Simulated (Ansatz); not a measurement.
## Ta2NOS MXene monolayer in a perpendicular field

Wanted: the out-of-plane response of the Ta2NOS MXene monolayer. A positive field points along +c.

Method: plane-wave DFT, PBE-D3(BJ), Ansatz PAW (set soft_1); PAW set soft_1, in Ansatz 0.2.0.

Report form: the programs' logs are mostly left out.

## 1. The structure

The cell holds 5 atoms: 1 S, 2 Ta, 1 N and 1 O. Cell: a = 3.155 Å, b = 3.155 Å, c = 42.033 Å, α = 90.0°, β = 90.0°, γ = 120.0°. Vacuum lies along c.

## 2. Relaxation

The starting cell is a guess, so the in-plane lattice and the atoms are relaxed first, with the slab cut off from its images along the normal.

Contents of input.yaml:

```yaml
crystal:
  lattice:
    - [3.15458, 0.0, 0.0]
    - [-1.57729, 2.7319464183, 0.0]
    - [0.0, 0.0, 42.0329259406]
  atoms:
    - { symbol: S, position: [0.3333333333, 0.6666666667, 0.434183431] }
    - { symbol: Ta, position: [0.6666666667, 0.3333333333, 0.4776581188], spin: 1.0 }
    - { symbol: "N", position: [0.0, 0.0, 0.5072709328] }
    - { symbol: Ta, position: [0.3333333333, 0.6666666667, 0.536883747], spin: 1.0 }
    - { symbol: O, position: [0.6666666667, 0.3333333333, 0.565816569] }
  periodic: [true, true, false]
magnetization:
  spin_polarized: true
kpoints:
  mp_grid: { grid: [12, 12, 1] }
hamiltonian:
  xc: pbe
  dispersion: d3bj
  pseudopotentials: { kind: paw, azcp: { folder: soft_1 } }
scf:
  occupations: { method: fermi_dirac, width: 0.05 }
  convergence: { dr2_threshold: 1.0e-09 }
relax:
  f_tol: 0.004
  max_steps: 90
  cell: {}
output:
  write_potential: true
  write_density: true
  volumetric_format: npy
```

Launch:

```sh
ansatz run input.yaml --threads 2 --pin off --max-ram 3072MiB --backend cpu --events-out ev --progress --plain --runs-dir out
```

Run time: 3.9 min. Hardware: 2 threads of Arm Neoverse V1, shared host; peak memory 0.77 GiB.

Relaxation path:

```csv
step,energy less that of the first step (eV),largest force component (eV/Å),volume (Å³)
1,0.0000,2.5021,362.25
2,-0.5193,0.7114,362.03
3,-0.5174,1.3534,376.48
4,-0.5900,0.1634,370.31
5,-0.5910,0.0391,370.20
6,-0.5911,0.0282,370.55
7,-0.5911,0.0007,370.44
8*,-0.5934,0.0008,370.44
9,-0.5934,0.0016,370.60
10*,-0.5934,0.0016,370.60
```

Relaxation steps marked * repeat the geometry before them on a plane-wave basis chosen anew for their cell, so energy and pressure can jump there.

Forces are held to the 6 operations that the run works with; a distortion that breaks them can't arise in this run.

```csv
cell as run,before,after,change
a (Å),3.155,3.191,+1.1 %
b (Å),3.155,3.191,+1.1 %
```

The atoms that moved most (Å, along periodic axes as changes of fractional coordinates times the final cell, across vacuum about the mean position):

```csv
atom,dx,dy,dz,length
O5,0.000,0.000,-0.257,0.257
S1,0.000,0.000,0.255,0.255
Ta4,0.000,0.000,-0.090,0.090
Ta2,0.000,0.000,0.049,0.049
N3,0.000,0.000,0.044,0.044
```

The relaxed structure:

```xyz
5
Lattice="3.1907 0.0000 0.0000 -1.5954 2.7633 0.0000 0.0000 0.0000 42.0329" Properties=species:S:1:pos:R:3
S     0.0000    1.8422   18.5048
Ta    1.5954    0.9211   20.1264
N     0.0000    0.0000   21.3658
Ta    0.0000    1.8422   22.4763
O     1.5954    0.9211   23.5258
```

This step gave:

```yaml
energy_at_zero_smearing: -21725.9984 eV
```

The lattice constant a goes from 3.155 to 3.191 Å.

## 3. Atoms held, field 0

A sawtooth potential applies the field, turning back in the middle of the vacuum. With the dipole correction the typed value is the field outside the slab. The induced dipole is small, so the SCF threshold is tight.

The cell differs from the one that the last finished run ended in (c 42.033 → 23.021 Å).

Contents of input.yaml:

```yaml
crystal:
  lattice:
    - [3.1907417082, 0.0, 0.0]
    - [-1.5953708541, 2.7632633762, 0.0]
    - [0.0, 0.0, 23.0209626781]
  atoms:
    - { symbol: S, position: [0.3333333333, 0.6666666667, 0.3909480297] }
    - { symbol: Ta, position: [0.6666666667, 0.3333333333, 0.4613865278] }
    - { symbol: "N", position: [0.0, 0.0, 0.515225965] }
    - { symbol: Ta, position: [0.3333333333, 0.6666666667, 0.563464845] }
    - { symbol: O, position: [0.6666666667, 0.3333333333, 0.6090519703] }
kpoints:
  mp_grid: { grid: [18, 18, 1] }
  band_path:
    path: [[0, 0, 0], [0.5, 0, 0], [0.33333333, 0.33333333, 0], [0, 0, 0]]
    npoints: 16
hamiltonian:
  xc: pbe
  dispersion: d3bj
  pseudopotentials: { kind: paw, azcp: { folder: soft_1 } }
scf:
  occupations: { method: fermi_dirac, width: 0.02585 }
  convergence: { dr2_threshold: 1.0e-10 }
efield:
  axis: 3
  dipole_correction: true
  ramp_position: 0.97
  ramp_width: 0.06
  amplitude: 0
output:
  dos: { projected: true, e_range: [-6, 5] }
  write_potential: true
  write_density: true
  volumetric_format: npy
  elf: true
```

Run time: 23 s. Hardware: 2 threads; peak memory 0.53 GiB; 46 s of CPU time.

This step gave:

| Property | Result |
| --- | --- |
| energy at zero smearing | -21726.0014 eV |
| work function, upper face | 5.040 eV |
| work function, lower face | 5.073 eV |
| dipole along the normal | 0.001579 e·Å |
| step between the vacuum levels | -0.03244 eV |

Running mean over a fixed 2.7 Å (it still follows the layers) of the planar mean; the ramp of the sawtooth is left out. Electron's electrostatic potential energy less the Fermi level against z:

```csv
z (Å),electron's electrostatic potential energy less the Fermi level (eV)
3.5,5.07
4.0,5.07
4.5,5.07
5.0,5.07
5.5,5.07
6.0,5.04
6.5,4.91
7.0,4.28
7.5,2.29
8.0,-0.240
8.5,-2.49
9.0,-5.52
9.5,-9.28
10.0,-11.2
10.5,-11.6
11.0,-12.3
11.5,-13.6
12.0,-13.9
12.5,-13.3
13.0,-12.6
13.5,-10.4
14.0,-7.14
14.5,-3.01
15.0,0.670
15.5,3.37
16.0,4.75
16.5,4.99
17.0,5.03
17.5,5.04
18.0,5.04
18.5,5.04
19.0,5.04
19.5,5.04
```

The density of states has structure finer than the step of the table below, so its rows give means over 0.25 eV, whole bins alone (the curve runs from -6 to 1.99 eV). Peaks (eV: height): -5.450: 6.73, -5.120: 9.32, -4.760: 9.08, -4.370: 6.40, -3.520: 5.62, 1.330: 5.95, 1.690: 8.33.

The density of states by energy, zero at the Fermi level; means over each step:

energy (eV), density of states (states/eV a cell) and a bar from the least value:
```
    -5.75       0.56 
    -5.50       4.49 ########################
    -5.25       5.49 ##############################
    -5.00       4.72 #########################
    -4.75       4.85 ##########################
    -4.50       2.18 ##########
    -4.25       2.24 ##########
    -4.00       1.41 #####
    -3.75       2.43 ###########
    -3.50       3.44 ##################
    -3.25       1.63 #######
    -3.00       1.69 #######
    -2.75       1.83 ########
    -2.50       1.97 #########
    -2.25       1.87 ########
    -2.00       1.49 ######
    -1.75       1.35 #####
    -1.50       1.40 #####
    -1.25       1.68 #######
    -1.00       1.20 ####
    -0.75       1.15 ####
    -0.50       1.40 #####
    -0.25       1.19 ####
     0.00       1.24 ####
     0.25       1.43 #####
     0.50       1.25 ####
     0.75       1.43 #####
     1.00       2.77 #############
     1.25       4.00 #####################
     1.50       3.92 ####################
     1.75       4.66 #########################
```

Projected DOS per atom over height of the atomic layer and energy from the Fermi level. Layers: S Ta N Ta O from below.

Ten even steps from '_' (0.04 states/eV) to '@' (3.57 states/eV), each cell a mean:
```
__::__++__
__--__**__
__::__==__
__..__..__
__..__..__
__..__..__
__..__..__
______..__
__..__..__
__..__..__
....______
::..______
::..______
::..______
--________
==..____..
::________
::..____::
::....__++
........@@
==::____--
__________
```
Columns: height of the atomic layer (Å) from 9 to 14.0 (not evenly spaced); rows upwards: energy from the Fermi level (eV) from -5.96 to 1.96.

The electronic bands at the labelled points (eV, zero at the Fermi level):

```csv
point,band 18,band 19,band 20,band 21,band 22,band 23,band 24,band 25
Γ,-3.48,-1.67,-1.67,-1.16,-1.16,-0.63,0.95,1.42
halfway,-4.41,-3.25,-2.33,-2.04,0.33,0.52,1.25,2.42
M,-4.98,-3.51,-2.50,-2.44,0.98,1.55,1.76,3.12
halfway,-4.72,-4.11,-3.35,-1.44,0.91,1.24,1.72,2.90
K,-4.88,-4.42,-3.88,-0.44,0.29,0.55,2.23,2.59
halfway,-4.26,-3.63,-2.86,-1.05,-0.81,1.41,1.83,2.01
Γ,-3.48,-1.67,-1.67,-1.16,-1.16,-0.63,0.95,1.42
```

Electrostatic potential energy in the ca plane at fractional y = 0.333, with atoms of Ta and O within 0.2 Å of it. With pseudopotentials it is smooth inside the atoms' cores, unlike the true potential.

Values in eV, 5 rows by 16 columns, each cell a mean:
```
  7   7   7   7   7   6   5   1 -24 -25  -2  -4 -13   6   7   7
  7   7   7   7   7   6   6   0 -35 -36  -2  -7 -37   3   7   7
  7   7   7   7   7   6   5   1 -24 -25  -2  -4 -14   6   7   7
  7   7   7   7   7   6   3  -3  -3  -3  -5 -14   0   6   7   7
  7   7   7   7   7   6   3  -3  -3  -3  -5 -13   0   6   7   7
```
Columns run along c (16.0 Å, from fractional 0.08 to 0.77 of the cell; values clipped at the 3rd and 97th percentile), rows up along a (3.2 Å). Atoms in or near the plane, at fractional coordinates: Ta at (0.46, 0.67), O at (0.61, 0.67).

ELF in the ca plane at fractional y = 0.333, with atoms of Ta and O within 0.2 Å of it. It is the smooth field of the valence electrons, not physical close to the nuclei.

Ten even steps from '0' (0.00) to '9' (0.83), each cell a mean:
```
00000000000000001245652476323211489863100000
00000000000000000011225877722224888996200000
00000000000000000001116724832225965996310000
00000000000000000012324878722214899985200000
00000000000000001356753455223211378753100000
00000000000000024789986322355323222210000000
00000000000000025899997423565334210000000000
00000000000000014688985222355322123310000000
```
Columns run along c (16.0 Å, from fractional 0.08 to 0.77 of the cell), rows up along a (3.2 Å). Atoms in or near the plane, at fractional coordinates: Ta at (0.46, 0.67), O at (0.61, 0.67).

Valence density in the ca plane at fractional y = 0.333, with atoms of Ta and O within 0.2 Å of it. It is the smooth field of the valence electrons, not physical close to the nuclei.

Values in e/Å³, 5 rows by 16 columns, each cell a mean:
```
0.0 0.0 0.0 0.0 0.0 0.1 0.5 2.5 0.8 0.3 1.0 1.0 0.0 0.0 0.0 0.0
0.0 0.0 0.0 0.0 0.0 0.1 0.8 4.3 1.6 0.2 3.0 3.4 0.1 0.0 0.0 0.0
0.0 0.0 0.0 0.0 0.0 0.1 0.5 2.5 0.8 0.3 1.1 1.1 0.0 0.0 0.0 0.0
0.0 0.0 0.0 0.0 0.0 0.3 0.5 0.3 0.4 0.6 0.4 0.1 0.0 0.0 0.0 0.0
0.0 0.0 0.0 0.0 0.0 0.3 0.4 0.3 0.4 0.6 0.4 0.1 0.0 0.0 0.0 0.0
```
Columns run along c (16.0 Å, from fractional 0.14 to 0.84 of the cell), rows up along a (3.2 Å). Atoms in or near the plane, at fractional coordinates: Ta at (0.46, 0.67), O at (0.61, 0.67).

The work function of the upper face is 5.04 eV.

## 4. Single point, field 0.1 V/Å

input.yaml: that of step 3 with these lines changed.

```diff
@@ -26,7 +26,6 @@
   dipole_correction: true
-  ramp_position: 0.97
-  ramp_width: 0.06
-  amplitude: 0
+  ramp_position: 0.9288
+  ramp_width: 0.1255
+  amplitude: 0.1
 output:
-  dos: { projected: true, e_range: [-6, 5] }
   write_potential: true
@@ -34,2 +33 @@
   volumetric_format: npy
-  elf: true
```

Elapsed: 22 s, on 2 threads; peak memory 0.51 GiB; 44 s of CPU time.

The dipole is 0.0332 e·Å, 0.0316 e·Å from its value without field.

## 5. Single point, field -0.1 V/Å

input.yaml: that of step 4 with these lines changed.

```diff
@@ -28,3 +28,3 @@
   ramp_width: 0.1255
-  amplitude: 0.1
+  amplitude: -0.1
 output:
```

Wall time 22 s (2 threads); peak memory 0.51 GiB; 44 s of CPU time.

The dipole is -0.0300 e·Å, -0.0316 e·Å from its value without field.

## 6. Response, atoms held

This step: plane-wave DFT, PBE-D3(BJ), Ansatz PAW (set soft_1); response to a field along the normal, atoms held; PAW set soft_1 (Ansatz 0.2.0).

The dipoles give the slope, and the difference of two potentials shows where the field is screened.

Numbers from this step:

| Quantity | Value |
| --- | --- |
| equivalent conductor thickness p/(ε₀AE) | 6.481 Å |
| distance between the outer atoms | 5.021 Å |

The dipole of the cell by applied field:

```csv
applied field (V/Å),dipole of the cell (e·Å)
-0.1000,-0.0300
0.0000,0.00158
0.1000,0.0332
```

Local field over the applied field, running mean. From the potentials at -0.1 and 0.1 V/Å; running mean over 2.5 Å. The local field over applied field by z:

```csv
z (Å),local field over applied field
4.5,0.999
5.0,0.997
5.5,0.991
6.0,0.974
6.5,0.927
7.0,0.827
7.5,0.671
8.0,0.494
8.5,0.314
9.0,0.168
9.5,0.0804
10.0,0.0399
10.5,0.0207
11.0,0.0187
11.5,0.0204
12.0,0.0230
12.5,0.0408
13.0,0.0911
13.5,0.181
14.0,0.319
14.5,0.486
15.0,0.661
15.5,0.811
16.0,0.920
16.5,0.973
17.0,0.992
17.5,0.998
18.0,0.999
18.5,1.000
```

Electrons, planar mean, per unit field. The induced electron density by z:

z (Å), induced electron density (e/Å³ per V/Å) and a bar from the least value:
```
     4.03    0.00000 ##############
     4.46    0.00000 ##############
     4.89    0.00001 ##############
     5.18    0.00002 ##############
     5.61    0.00005 ##############
     6.04    0.00013 ###############
     6.47    0.00033 ################
     6.91    0.00079 ##################
     7.19    0.00136 ####################
     7.63    0.00273 ##########################
     8.06    0.00377 ##############################
     8.49    0.00229 ########################
     8.92    0.00090 ##################
     9.35    0.00081 ##################
     9.64   -0.00005 ##############
    10.07   -0.00083 ###########
    10.50    0.00063 #################
    10.94    0.00035 ################
    11.37    0.00024 ###############
    11.65   -0.00009 ##############
    12.09   -0.00047 ############
    12.52   -0.00034 #############
    12.95   -0.00030 #############
    13.38   -0.00012 ##############
    13.67   -0.00164 #######
    14.10   -0.00170 #######
    14.53   -0.00343 
    14.96   -0.00285 ##
    15.40   -0.00136 #########
    15.83   -0.00054 ############
    16.11   -0.00028 #############
    16.55   -0.00010 ##############
    16.98   -0.00003 ##############
    17.41   -0.00001 ##############
    17.84    0.00000 ##############
    18.13    0.00000 ##############
    18.56    0.00000 ##############
    18.99    0.00000 ##############
```

By hand: between -0.1 and 0.1 V/Å the dipole changes by 0.06316 e·Å, a slope of 0.3158 e·Å²/V. A perfect conductor of thickness t has p = ε₀AEt, so t = 180.95 × 0.3158 / 8.817 = 6.48 Å (e/ε₀ = 180.95 V·Å, A in Å²).

The induced dipole is that of a conductor 6.48 Å thick.

## 7. Outcome

- gap without field: none
- work function, upper face: 5.04 eV
- step between the vacuum levels: -0.0324 eV
- equivalent conductor thickness, atoms held: 6.48 Å

The induced dipole equals that of a perfect conductor 6.48 Å thick, while the outer atoms lie 5.02 Å apart. The two faces differ: the vacuum level above lies 0.03 eV lower than the one below. There is no gap over 0.03 eV, with or without the field. The first relaxation ran with spin and lost its moment, and the later runs have none; other magnetic states were not tried. Spin-orbit coupling is left out, which matters for the bands of elements this heavy. The MXene's terminations sit over the metal atoms of its far layer; the site over carbon or nitrogen, which some compounds prefer, was not run.

[Logs are printed without paths, hosts, clocks, repeated set-up lines and the standing remarks that a program may print on its own settings, such as how far it seeks lower states.]

[Hosts, paths, dates, database ids (printed as entryN), source tags and the programs' standing remarks are cut or masked in the printed files.]

[Maps of the electrostatic potential energy from Ansatz leave out the sawtooth potential of an applied field or a dipole correction, so their vacuum need not be flat; planar profiles and work functions include it.]

[The density of states shown here was stored with 400 of the rows of the run's finer table, so its peaks can read low, often by over a quarter, or be missed, and its means over a window can be off by a tenth or more.]
